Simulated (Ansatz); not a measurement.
Rows from a G0W0 calculation on TePb (Fm-3m) (Ansatz 0.2.0; G0W0 on PBE, plane waves, PAW; 4×4×4 mesh, 201 empty bands, screening to 120 eV, hard PAW files), in eV. Spin-orbit coupling is left out.

| row | Σx | Σc | Vxc | Z |
| --- | --- | --- | --- | --- |
| A | -15.66 | 1.46 | -13.76 | 0.74 |
| B | -8.05 | -3.42 | -11.32 | 0.77 |
| C | -8.47 | -3.35 | -11.68 | 0.77 |
| D | -15.36 | 0.55 | -14.48 | 0.76 |

Q: Which rows are filled states and which are empty ones, and how can one tell?

Filled: A and D. Empty: B and C. The sign of Σc tells: for a filled state bare exchange, which holds its interaction with itself, lies below Vxc (Σx − Vxc is -0.9 eV or lower here) and screening gives part back as a positive Σc. For an empty state Σx lies above Vxc (+3.2 eV or more) and the Coulomb hole leaves Σc negative.

[Runs of the session that timed out or met a known fault of the program may be left out.]

[Cells called generated may have been cut or substituted from an entry of the Crystallography Open Database or the Materials Project.]

[Hosts, paths, dates, database ids (printed as entryN), source tags and the programs' standing remarks are cut or masked in the printed files.]
